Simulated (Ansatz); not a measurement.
# AlN (P6_3mc): phonons and vibrational spectra

Aim: the vibrations of AlN (P6_3mc), their spectra, and whether the structure is stable.

Calculated with Ansatz 0.2.0; DFT LDA, scalar-relativistic, plane waves, PAW; PAW set soft_1.

Experimental background.

For AlN, wurtzite (literature value), “Electronic structure and chemical bonding anisotropy investigation of wurtzite AlN” (2011, arxiv:1112.6088) quotes earlier work: lattice constant a (a lattice parameter, reported experimental value) 3.111 Å [Literature experimental value cited in the paper's theory part].

For AlN, wurtzite (m-face PVT-grown bulk crystal, 300 K), “Structural, Surface and Optical Studies of m- and c-Face AlN Crystals Grown by Physical Vapor Transport Method” (2023, pmc:10004678) gives, by micro-Raman, 532 nm excitation: Raman mode (E2(low)) about 247.6 cm⁻¹; Raman mode (A1(TO)) about 610.4 cm⁻¹ [m-face sample; 325 nm excitation gives 609.2 cm-1]; Raman mode (E2(high)) about 656.1 cm⁻¹ [stress-sensitive mode; residual stress in the crystal is evaluated from it]; Raman mode (E1(TO)) about 669.1 cm⁻¹.

The database entry behind the starting cell differs from later determinations by our own check (inner coordinate u about 0.002 short), so it need not match the best structure at ambient conditions.

## 1. Starting point

The structure is hexagonal, space group P6_3mc (No. 186). The conventional cell has a = 3.113 Å, b = 3.113 Å, c = 4.981 Å, α = 90.00°, β = 90.00°, γ = 120.00°. Nearest to Al lie 4 N at 1.89 Å. Nearest to N lie 4 Al at 1.89 Å. Farther neighbours and most contacts between anions are not listed.

## 2. Relaxation

The cell and atoms are relaxed, since residual forces and stress would shift the frequencies.

input.yaml

```yaml
crystal:
  lattice:
    - [3.113, 0.0, 0.0]
    - [-1.5565, 2.695937082, 0.0]
    - [0.0, 0.0, 4.981]
  atoms:
    - { symbol: Al, position: [0.3333333333, 0.6666666667, 0.0] }
    - { symbol: Al, position: [0.6666666667, 0.3333333333, 0.5] }
    - { symbol: "N", position: [0.3333333333, 0.6666666667, 0.38] }
    - { symbol: "N", position: [0.6666666667, 0.3333333333, 0.88] }
kpoints:
  mp_grid: { grid: [9, 9, 4] }
hamiltonian:
  xc: lda
  pseudopotentials: { kind: paw, azcp: { folder: soft_1 }, xc_functional: pbe }
scf:
  occupations: { method: gaussian, width: 0.02 }
output:
  forces: true
  stress: true
  eigenvalues: true
relax:
  adjacent_minimum: "off"
  f_tol: 0.005
  max_steps: 80
  cell: { stress_tol: 0.05 }
```

The run is started by

```console
$ ansatz run input.yaml --threads 4 --pin off --max-ram 16384MiB --backend cpu --events-out ev --progress --plain --runs-dir out
```

Numbers of over 12 decimals in the logs are rounded to 6 here.

The program printed:

```text
Engine: ansatz 0.2.0, aarch64-unknown-linux-gnu
Pseudopotentials: kind: paw
Pseudopotential: Al, paw, valence charge 3, recommended cutoff 420 eV (normal), soft_1/Al.paw.azcp
Pseudopotential: N, paw, valence charge 5, recommended cutoff 420 eV (normal), soft_1/N.paw.azcp
Functional definition: SPW92
  exchange = slater_x
  correlation = pw_c
Crystal: 4 atoms, lattice volume = 41.803 Å³
Basis set: ecut = 420 eV, 809 PW (Γ)
Bands: 12, of which v1, the nominal top of the filled ones, is band 8 counted from 1 (7 counted from 0)
Symmetry: 12 space group operations
Space group: P63mc (ITA 186), of the structure as read, at distance tolerance 3.5e-5 Å
k-points: 36 of 324 (time reversal used)
Non-local potential: Al, projectors of the file, l = 0: 2, l = 1: 2, l = 2: 1
Non-local potential: N, projectors of the file, l = 0: 2, l = 1: 2, l = 2: 1
PAW form: soft (Blöchl's): semilocal exchange-correlation on the pseudo side does not see the compensation charge
PAW frozen core: Al, regenerated for the run's functional, and the local potential with it (the file was generated under x = pbe(κ = 0.804, μ = 0.219515), c = pbe(β = 0.066725))
PAW frozen core: N, regenerated for the run's functional, and the local potential with it (the file was generated under x = pbe(κ = 0.804, μ = 0.219515), c = pbe(β = 0.066725))
PAW one-centre angular grid: Al, 110 points (default); XC on 64 Gauss nodes
PAW one-centre angular grid: N, 110 points (default); XC on 64 Gauss nodes
Initial density: superposition of atomic densities (chi_scale 0.1, normalization cell, long waves kept (reshape's long-wave potential 0.00 eV rms))
Initial wavefunctions: pseudopotential atomic-orbital guess
Functional: x = slater, c = lda
SCF iter   1: F=—  HF=-1782.649314 eV  |F-HF|=—  |Δ(HF+E_count)|=         —  Δρ=1.33e-1  dr2=9.09e0  ethr=3.10e-3  ⟨swp⟩=5.7  Hψ=2692  notcnv=0
preconditioner: auto → none  [insulator: Δε(μ)=5.617 eV  Ē_g=14.156 eV  σ=0.020 eV  W_gap=1.00  n_scr=2 (ndim 8)  ℏωp=23.0 eV  f_vac=0.000  D(μ)=0.00/eV (n_scr^D=0)  ε∞_Penn≈3.6]
SCF iter   2: F=—  HF=-1779.833459 eV  |F-HF|=—  |Δ(HF+E_count)|=    2.82e0  Δρ=3.44e-2  dr2=3.37e-1  ethr=3.10e-3  ⟨swp⟩=3.0  Hψ=1272  notcnv=0
SCF iter   3: F=—  HF=-1779.712793 eV  |F-HF|=—  |Δ(HF+E_count)|=   1.21e-1  Δρ=1.28e-2  dr2=4.02e-2  ethr=2.11e-3  ⟨swp⟩=1.0  Hψ=488  notcnv=0
SCF iter   4: F=—  HF=-1779.697228 eV  |F-HF|=—  |Δ(HF+E_count)|=   1.56e-2  Δρ=4.59e-4  dr2=6.32e-5  ethr=2.51e-4  ⟨swp⟩=2.0  Hψ=574  notcnv=0
SCF iter   5: F=—  HF=-1779.697228 eV  |F-HF|=—  |Δ(HF+E_count)|=   4.63e-7  Δρ=4.34e-5  dr2=4.90e-7  ethr=3.95e-7  ⟨swp⟩=2.0  Hψ=683  notcnv=0
SCF iter   6: F=-1779.697228 eV  HF=-1779.697228 eV  |F-HF|=5.78e-10  |Δ(HF+E_count)|=   6.33e-8  Δρ=6.43e-6  dr2=4.99e-9  ethr=6.25e-10  ⟨swp⟩=5.1  Hψ=2257  notcnv=0
SCF 1 converged in 6 iterations: F = -1779.697228 eV  dr2 = 4.99e-9
  greatest PAW one-centre occupation: 0.781 electrons in one spin orbital (limit 2), on the N atom at site 3 (counted from 0), in its partial waves of l = 0
relax step   1: F+E_penalty+E_count = -1779.69722794 eV  Δ(F+E_penalty+E_count) = +0.000e0 eV  max|allowed force component| = 1.168e-1 eV/Å  Δτ_max = 0.0000 Å  P = -4.675 GPa  Ω = 41.803 Å³  (6 SCF iters, dr2 threshold 1.00e-7 eV, accepted)
Crystal: 4 atoms, lattice volume = 41.320 Å³
Basis set: ecut = 420 eV, 785 PW (Γ)
Initial density: handed on by an earlier stage of this run
Initial wavefunctions: those handed on with the density
iter 1 solved again at ethr=2.20e-5 eV; its pass at ethr=3.10e-3 eV (dr2=3.52e-3 eV) is discarded
SCF iter   1: F=—  HF=-1779.710670 eV  |F-HF|=—  |Δ(HF+E_count)|=         —  Δρ=2.76e-3  dr2=3.57e-3  ethr=2.20e-5  ⟨swp⟩=1.0  Hψ=2716  notcnv=0
preconditioner: auto → none  [insulator: Δε(μ)=4.356 eV  Ē_g=13.070 eV  σ=0.020 eV  W_gap=1.00  n_scr=2 (ndim 8)  ℏωp=23.1 eV  f_vac=0.000  D(μ)=0.00/eV (n_scr^D=0)  ε∞_Penn≈4.1]
SCF iter   2: F=—  HF=-1779.709566 eV  |F-HF|=—  |Δ(HF+E_count)|=   1.10e-3  Δρ=4.46e-4  dr2=8.14e-5  ethr=2.20e-5  ⟨swp⟩=2.2  Hψ=775  notcnv=0
SCF iter   3: F=—  HF=-1779.709530 eV  |F-HF|=—  |Δ(HF+E_count)|=   3.63e-5  Δρ=1.66e-4  dr2=7.77e-6  ethr=5.08e-7  ⟨swp⟩=1.9  Hψ=630  notcnv=0
iter 4 did not close the SCF: its close was put off for the readings that it lacked (scf_convergence_deferred on its scf_iter line)
SCF iter   4: F=-1779.709526 eV  HF=-1779.709526 eV  |F-HF|=6.55e-9  |Δ(HF+E_count)|=   4.55e-6  Δρ=9.13e-6  dr2=1.96e-8  ethr=4.86e-8  ⟨swp⟩=2.0  Hψ=650  notcnv=0
iter 5 did not close the SCF: its close was put off for the readings that it lacked (scf_convergence_deferred on its scf_iter line)
SCF iter   5: F=-1779.709526 eV  HF=-1779.709526 eV  |F-HF|=1.10e-10  |Δ(HF+E_count)|=   2.12e-9  Δρ=1.35e-6  dr2=4.23e-10  ethr=1.22e-10  ⟨swp⟩=2.7  Hψ=731  notcnv=0
SCF iter   6: F=-1779.709526 eV  HF=-1779.709526 eV  |F-HF|=1.14e-12  |Δ(HF+E_count)|=  4.02e-11  Δρ=1.38e-7  dr2=3.96e-12  ethr=2.65e-12  ⟨swp⟩=1.0  Hψ=1314  notcnv=0
SCF 2 converged in 6 iterations: F = -1779.709526 eV  dr2 = 3.96e-12
  greatest PAW one-centre occupation: 0.782 electrons in one spin orbital (limit 2), on the N atom at site 3 (counted from 0), in its partial waves of l = 0
relax step   2: F+E_penalty+E_count = -1779.70952570 eV  Δ(F+E_penalty+E_count) = -1.230e-2 eV  max|allowed force component| = 9.111e-2 eV/Å  Δτ_max = 0.0011 Å  P = -2.340 GPa  Ω = 41.320 Å³  energy of the carried Pulay correction = +1.119e-3 eV  (6 SCF iters, dr2 threshold 4.00e-7 eV, accepted)
Crystal: 4 atoms, lattice volume = 40.834 Å³
iter 1 solved again at ethr=2.35e-5 eV; its pass at ethr=3.10e-3 eV (dr2=3.76e-3 eV) is discarded
SCF iter   1: F=—  HF=-1779.715906 eV  |F-HF|=—  |Δ(HF+E_count)|=         —  Δρ=2.89e-3  dr2=3.83e-3  ethr=2.35e-5  ⟨swp⟩=1.0  Hψ=2736  notcnv=0
preconditioner: auto → none  [insulator: Δε(μ)=4.449 eV  Ē_g=13.164 eV  σ=0.020 eV  W_gap=1.00  n_scr=2 (ndim 8)  ℏωp=23.2 eV  f_vac=0.000  D(μ)=0.00/eV (n_scr^D=0)  ε∞_Penn≈4.1]
SCF iter   2: F=—  HF=-1779.714709 eV  |F-HF|=—  |Δ(HF+E_count)|=   1.20e-3  Δρ=4.87e-4  dr2=9.24e-5  ethr=2.35e-5  ⟨swp⟩=2.2  Hψ=775  notcnv=0
SCF iter   3: F=—  HF=-1779.714668 eV  |F-HF|=—  |Δ(HF+E_count)|=   4.14e-5  Δρ=1.76e-4  dr2=8.30e-6  ethr=5.77e-7  ⟨swp⟩=2.0  Hψ=658  notcnv=0
iter 4 did not close the SCF: its close was put off for the readings that it lacked (scf_convergence_deferred on its scf_iter line)
SCF iter   4: F=-1779.714663 eV  HF=-1779.714663 eV  |F-HF|=1.14e-8  |Δ(HF+E_count)|=   4.79e-6  Δρ=1.15e-5  dr2=2.90e-8  ethr=5.19e-8  ⟨swp⟩=2.0  Hψ=651  notcnv=0
iter 5 did not close the SCF: its close was put off for the readings that it lacked (scf_convergence_deferred on its scf_iter line)
SCF iter   5: F=-1779.714663 eV  HF=-1779.714663 eV  |F-HF|=1.08e-10  |Δ(HF+E_count)|=   5.02e-9  Δρ=2.09e-6  dr2=9.09e-10  ethr=1.81e-10  ⟨swp⟩=2.4  Hψ=730  notcnv=0
SCF iter   6: F=-1779.714663 eV  HF=-1779.714663 eV  |F-HF|=6.82e-13  |Δ(HF+E_count)|=  2.05e-11  Δρ=1.34e-7  dr2=4.29e-12  ethr=5.68e-12  ⟨swp⟩=1.0  Hψ=1245  notcnv=0
SCF 3 converged in 6 iterations: F = -1779.714663 eV  dr2 = 4.29e-12
  greatest PAW one-centre occupation: 0.783 electrons in one spin orbital (limit 2), on the N atom at site 3 (counted from 0), in its partial waves of l = 0
relax step   3: F+E_penalty+E_count = -1779.71466272 eV  Δ(F+E_penalty+E_count) = -5.137e-3 eV  max|allowed force component| = 3.029e-2 eV/Å  Δτ_max = 0.0023 Å  P = +0.136 GPa  Ω = 40.834 Å³  energy of the carried Pulay correction = +2.257e-3 eV  (6 SCF iters, dr2 threshold 4.00e-7 eV, accepted)
[...]
relax step   4: F+E_penalty+E_count = -1779.71470441 eV  Δ(F+E_penalty+E_count) = -4.170e-5 eV  max|allowed force component| = 2.499e-3 eV/Å  Δτ_max = 0.0018 Å  P = +0.021 GPa  Ω = 40.850 Å³  energy of the carried Pulay correction = +2.218e-3 eV  (6 SCF iters, dr2 threshold 9.99e-8 eV, accepted)
[...]
relax step   5: F+E_penalty+E_count = -1779.71470424 eV  Δ(F+E_penalty+E_count) = +1.739e-7 eV  max|allowed force component| = 4.322e-4 eV/Å  Δτ_max = 0.0003 Å  P = -0.002 GPa  Ω = 40.856 Å³  energy of the carried Pulay correction = +2.204e-3 eV  (6 SCF iters, dr2 threshold 7.97e-8 eV, accepted)
[...]
relax step   6: F+E_penalty+E_count = -1779.71268753 eV  Δ(F+E_penalty+E_count) = +2.017e-3 eV  max|allowed force component| = 4.009e-4 eV/Å  Δτ_max = 0.0000 Å  P = -0.097 GPa  Ω = 40.856 Å³  stress off target by 1.05e-1 GPa  SCF on the basis re-selected at this cell (its energy is not comparable with the rows above)  (6 SCF iters)
[...]
relax step   7: F+E_penalty+E_count = -1779.71273625 eV  Δ(F+E_penalty+E_count) = -4.873e-5 eV  max|allowed force component| = 5.731e-6 eV/Å  Δτ_max = 0.0000 Å  P = -0.001 GPa  Ω = 40.838 Å³  energy of the carried Pulay correction = +4.306e-5 eV  (6 SCF iters, dr2 threshold 2.75e-8 eV, accepted)
iter 1 solved again at ethr=1.11e-8 eV; its pass at ethr=3.10e-3 eV (dr2=1.78e-6 eV) is discarded
SCF iter   1: F=—  HF=-1779.712721 eV  |F-HF|=—  |Δ(HF+E_count)|=         —  Δρ=1.56e-6  dr2=1.09e-10  ethr=1.11e-8  ⟨swp⟩=3.0  Hψ=4207  notcnv=0
preconditioner: auto → none  [insulator: Δε(μ)=4.416 eV  Ē_g=13.142 eV  σ=0.020 eV  W_gap=1.00  n_scr=2 (ndim 8)  ℏωp=23.2 eV  f_vac=0.000  D(μ)=0.00/eV (n_scr^D=0)  ε∞_Penn≈4.1]
iter 2 did not close the SCF: its close was put off for the readings that it lacked (scf_convergence_deferred on its scf_iter line)
SCF iter   2: F=-1779.712721 eV  HF=-1779.712721 eV  |F-HF|=4.21e-11  |Δ(HF+E_count)|=  5.07e-10  Δρ=7.65e-7  dr2=2.51e-11  ethr=1.00e-12  ⟨swp⟩=2.2  Hψ=731  notcnv=0
iter 3 did not close the SCF: its close was put off for the readings that it lacked (scf_convergence_deferred on its scf_iter line)
SCF iter   3: F=-1779.712721 eV  HF=-1779.712721 eV  |F-HF|=9.09e-13  |Δ(HF+E_count)|=  4.39e-11  Δρ=1.41e-7  dr2=2.50e-12  ethr=1.00e-12  ⟨swp⟩=1.0  Hψ=432  notcnv=0
iter 4 did not close the SCF: its close was put off for the readings that it lacked (scf_convergence_deferred on its scf_iter line)
SCF iter   4: F=-1779.712721 eV  HF=-1779.712721 eV  |F-HF|=4.55e-13  |Δ(HF+E_count)|=  4.55e-13  Δρ=1.62e-8  dr2=8.44e-14  ethr=1.00e-12  ⟨swp⟩=1.0  Hψ=432  notcnv=0
iter 5 did not close the SCF: its close was put off for the readings that it lacked (scf_convergence_deferred on its scf_iter line)
SCF iter   5: F=-1779.712721 eV  HF=-1779.712721 eV  |F-HF|=2.27e-13  |Δ(HF+E_count)|=  2.27e-13  Δρ=2.31e-9  dr2=1.26e-15  ethr=1.00e-12  ⟨swp⟩=1.0  Hψ=432  notcnv=0
SCF iter   6: F=-1779.712721 eV  HF=-1779.712721 eV  |F-HF|=6.82e-13  |Δ(HF+E_count)|=    0.00e0  Δρ=8.21e-10  dr2=2.60e-16  ethr=1.00e-12  ⟨swp⟩=1.0  Hψ=1008  notcnv=0
SCF 8 converged in 6 iterations: F = -1779.712721 eV  dr2 = 2.60e-16
relax step   8: F+E_penalty+E_count = -1779.71272126 eV  Δ(F+E_penalty+E_count) = +1.500e-5 eV  max|allowed force component| = 1.628e-5 eV/Å  Δτ_max = 0.0000 Å  P = -0.002 GPa  Ω = 40.838 Å³  stress off target by 2.88e-3 GPa  SCF on the basis re-selected at this cell (its energy is not comparable with the rows above)  (6 SCF iters)
basis re-selected at this cell: Δ(F+E_penalty+E_count) = +1.500e-5 eV, ΔP = -0.001 GPa vs the last step (what re-selecting the basis moved, of the pressure what is left beyond the Pulay correction that the steps carried, after the strain that the cell walked since its last selection, with what the two solves' SCF thresholds leave and, on support functions, any second-order correction that the steps lacked; it is no m [...]
SCF converged after 6 iterations
Free energy (F): -1779.712721 eV
Harris-Foulkes:  -1779.712721 eV  (|F-HF|=6.82e-13)
Internal energy: -1779.712721 eV  (E = F + TS)
E sigma→0 (E₀):  -1779.712721 eV
Fermi energy:    9.303300 eV
--- Per-component energies (eV) ---
  E_band       = 29.387528
  E_kinetic    = 313.986395
  E_local      = -417.736007  (includes V_loc(G=0)·N_el)
  E_nonlocal   = 93.397675
  E_hartree    = 152.386112
  E_xc         = -196.400763
  E_vxc        = -213.862323  (∫ρ·V_xc dr)
  E_paw        = -1129.325476  (= ΣΔE_a)
  E_vpaw       = -51.172078  (= ΣTr[D̂ρ^β])
  E_aug_tail   = 0.001642  (compensation charges beyond the density's cutoff)
  E_ewald      = -596.293821
  E_core_change = 0.271521  (= ΣΔE_core)
  E_smearing   = -0.000000  (= −TS)
  E_closure    = 0.000000  (closes the sum)
  Σ components = -1779.712721   (vs F -1779.712721, Δ=0.00e0)
--- Forces (eV/Å), atoms counted from 1 ---
  atom   1  Al    -0.00000000    -0.00000000     0.00002045
  atom   2  Al    -0.00000000     0.00000000     0.00002045
  atom   3  N      0.00000000     0.00000000    -0.00001212
  atom   4  N     -0.00000000    -0.00000000    -0.00001212
  max |Σ_I F_I| component: 1.67e-5 eV/Å
--- Stress (GPa, compression-positive) ---
       -0.001898       0.000000      -0.000000
        0.000000      -0.001898      -0.000000
       -0.000000      -0.000000      -0.002883
  P = ⅓ Tr σ = -0.0022 GPa (-0.022 kbar)
--- Band table (eV; the first three rows and the last of 36) ---
  k-point 0: bands = [... 4 lower, 6.2090, 6.8672, 6.8672, 7.0954, 11.5112, 13.8318, 17.7540, 18.2026]
  k-point 1: bands = [... 4 lower, 6.3003, 6.3003, 6.7656, 6.7656, 12.4414, 13.9679, 17.4088, 18.1721]
  k-point 2: bands = [... 4 lower, 6.5278, 6.5278, 6.5278, 6.5278, 13.7026, 13.7026, 17.4303, 17.4303]
  k-point 35: bands = [... 4 lower, 3.1127, 3.1127, 6.2893, 6.2893, 14.4553, 14.4553, 14.9281, 14.9281]
--- Relaxed structure (6 steps of the walk, 6 accepted, 2 SCFs on fresh bases) ---
  F+E_penalty+E_count = -1779.71272126 eV   max|allowed force component| = 1.628e-5 eV/Å   (the final SCF, on the basis selected at the relaxed cell)
  cell:  # Å, volume = 40.8379 Å³
    - [3.088628, 9.019272443343414e-19, 0]
    - [-1.544314, 2.674831, 0]
    - [0, 0, 4.943117]
  atoms:
    - { symbol: Al, position: [0.333333, 0.666667, -0.000991097] }
    - { symbol: Al, position: [0.666667, 0.333333, 0.499009] }
    - { symbol: N, position: [0.333333, 0.666667, 0.380991] }
    - { symbol: N, position: [0.666667, 0.333333, 0.880991] }
```

It took 5 s on 4 threads of Arm Neoverse V1, shared host; peak memory 0.32 GiB; 18 s of CPU time.

The steps of the relaxation:

```csv
step,energy less that of the first step (eV),largest force component (eV/Å),pressure (GPa),volume (Å³)
1,0.0000,0.1168,-4.67,41.80
2,-0.0123,0.0911,-2.34,41.32
3,-0.0174,0.0303,0.14,40.83
4,-0.0175,0.0025,0.02,40.85
5,-0.0175,0.0004,0.00,40.86
6*,-0.0155,0.0004,-0.10,40.86
7,-0.0155,0.0000,0.00,40.84
8*,-0.0155,0.0000,0.00,40.84
```

Relaxation steps marked * repeat the geometry before them on a plane-wave basis chosen anew for their cell, so energy and pressure can jump there.

The run keeps the 12 symmetry operations that it works with, so distortions that break them were not tested.

```csv
"conventional cell, symmetrised",before,after,change
a (Å),3.113,3.089,-0.8 %
b (Å),3.113,3.089,-0.8 %
c (Å),4.981,4.943,-0.8 %
volume (Å³/atom),10.45,10.21,-2.3 %
```

Final coordinates:

```
Al N
1.0
     3.08863    0.00000    0.00000
    -1.54431    2.67483    0.00000
     0.00000    0.00000    4.94312
Al N
2 2
Direct
  0.33333 0.66667 0.99901
  0.66667 0.33333 0.49901
  0.33333 0.66667 0.38099
  0.66667 0.33333 0.88099
```

A gap read on the k-mesh alone can miss the band edges.

Numbers from this step:

```yaml
pressure: -0.002227 GPa
gap_on_the_k_mesh: 4.416 eV
volume_per_atom: 10.21 Å³
direct_gap_on_mesh: 4.416 eV
```

In this step the volume went from 10.45 to 10.21 Å³/atom.

## 3. Tight relaxation, k-mesh 9×9×4

Phonons need a cell at rest on their own settings, so the relaxation is repeated with tight tolerances on forces and stress on the k mesh and occupations of the first response run.

input.yaml, the sections that differ from step 2:

```yaml
crystal:
  lattice:
    - [3.0886284848, 0.0, 0.0]
    - [-1.5443142424, 2.6748307307, 0.0]
    - [0.0, 0.0, 4.9431174619]
  atoms:
    - { symbol: Al, position: [0.3333333333, 0.6666666667, -0.0009910975] }
    - { symbol: Al, position: [0.6666666667, 0.3333333333, 0.4990089025] }
    - { symbol: "N", position: [0.3333333333, 0.6666666667, 0.3809910975] }
    - { symbol: "N", position: [0.6666666667, 0.3333333333, 0.8809910975] }
scf:
  occupations: { method: fixed }
relax:
  adjacent_minimum: "off"
  f_tol: 0.001
  max_steps: 60
  cell: { stress_tol: 0.01 }
# kpoints, hamiltonian, output: as in step 2
```

The program printed:

```text
[...]
Crystal: 4 atoms, lattice volume = 40.838 Å³
Basis set: ecut = 420 eV, 785 PW (Γ)
Bands: 12, of which v1, the nominal top of the filled ones, is band 8 counted from 1 (7 counted from 0)
Symmetry: 12 space group operations
[...]
k-points: 36 of 324 (time reversal used)
[...]
--- Relaxed structure (1 steps of the walk, 1 accepted, 1 SCFs on fresh bases) ---
[...]
cell:  # Å, volume = 40.8379 Å³
    - [3.088628, 0.0, 0.0]
    - [-1.544314, 2.674831, 0.0]
    - [0.0, 0.0, 4.9431174619]
  atoms:
    - { symbol: Al, position: [0.333333, 0.666667, -0.0009910975] }
    - { symbol: Al, position: [0.666667, 0.333333, 0.4990089025] }
    - { symbol: N, position: [0.333333, 0.666667, 0.380991] }
    - { symbol: N, position: [0.666667, 0.333333, 0.880991] }
[key lines of the parts left out:]
SCF converged after 5 iterations
Free energy (F): -1779.712721 eV
Fermi energy:    7.095401 eV
P = ⅓ Tr σ = -0.0022 GPa (-0.022 kbar)
```

Run time: 1.4 s. Hardware: 4 threads; peak memory 0.31 GiB.

Little changed from the start: no atom moved by 0.005 Å and no cell edge by 0.1 %.

This step gave:

```yaml
pressure: -0.002226 GPa
```

The largest force component left is 0.021 meV/Å and the pressure is -0.002 GPa, within the tolerances set. The cell now holds 10.21 Å³/atom.

[end of part 1 of 3]

[Logs are printed without paths, hosts, clocks, repeated set-up lines and the standing remarks that a program may print on its own settings, such as how far it seeks lower states.]

[Hosts, paths, dates, database ids (printed as entryN), source tags and the programs' standing remarks are cut or masked in the printed files.]
